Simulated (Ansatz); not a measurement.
## MoTe2 [001], 2H: pulling along c

The c axis is held at a set length while the cell relaxes sideways. How do the lateral strain and the stress follow? The strained cell has c along the load; unstrained it is a = 3.4966 Å, b = 3.4966 Å, c = 13.7009 Å, α = 90.00°, β = 90.00°, γ = 120.00°, with 6 atoms.

Calculated with Ansatz 0.2.0, PBE-D3(BJ), PAW files of the set soft_1, cutoff 600 eV, Fermi–Dirac smearing 0.02 eV, k-mesh 9×9×2, no spin polarisation, no spin-orbit coupling.

Relaxed positions at 0 %:

```csv
atom,x,y,z
Te,0.3333,0.6667,0.6174
Te,0.6667,0.3333,0.1174
Te,0.3333,0.6667,0.8826
Te,0.6667,0.3333,0.3826
Mo,0.3333,0.6667,0.2500
Mo,0.6667,0.3333,0.7500
```

```
ε_c (%)   a (Å)    c (Å)  ε_a (%)  σ (GPa, tension positive)
     −3  3.5093  13.2898    0.364                      −2.44
     −2  3.5044  13.4268    0.223                      −1.51
     −1  3.5002  13.5638    0.102                      −0.70
      0  3.4966  13.7009    0.000                       0.00
      2  3.4909  13.9749   −0.165                       1.08
      3  3.4891  14.1119   −0.215                       1.50
```

**Question.** Fit both responses and give the free strain and the stress at +1 %, a row left out above.

Least squares with y = y0 + y1 ε + y2 ε² (ε in %) gives ε_a = −0.003 + (−0.0966) ε + (0.0085) ε² and σ = 0.00 + (0.654) ε + (−0.052) ε² GPa. The linear terms put the ratio of free to applied strain at −0.097 and the Young modulus at 65 GPa.

At +1 % the free strain comes out as −0.091 %. The run itself gives −0.088 %, so the estimate misses by 0.003 %; the fitted rows themselves lie up to 0.003 % off the law.

The stress comes out as 0.60 GPa. The run itself gives 0.59 GPa, so the estimate misses by 0.01 GPa, a rounding's worth.

The negative ε² term means that the crystal stiffens in compression and softens in tension.

[Logs are printed without paths, hosts, clocks, repeated set-up lines and the standing remarks that a program may print on its own settings, such as how far it seeks lower states.]
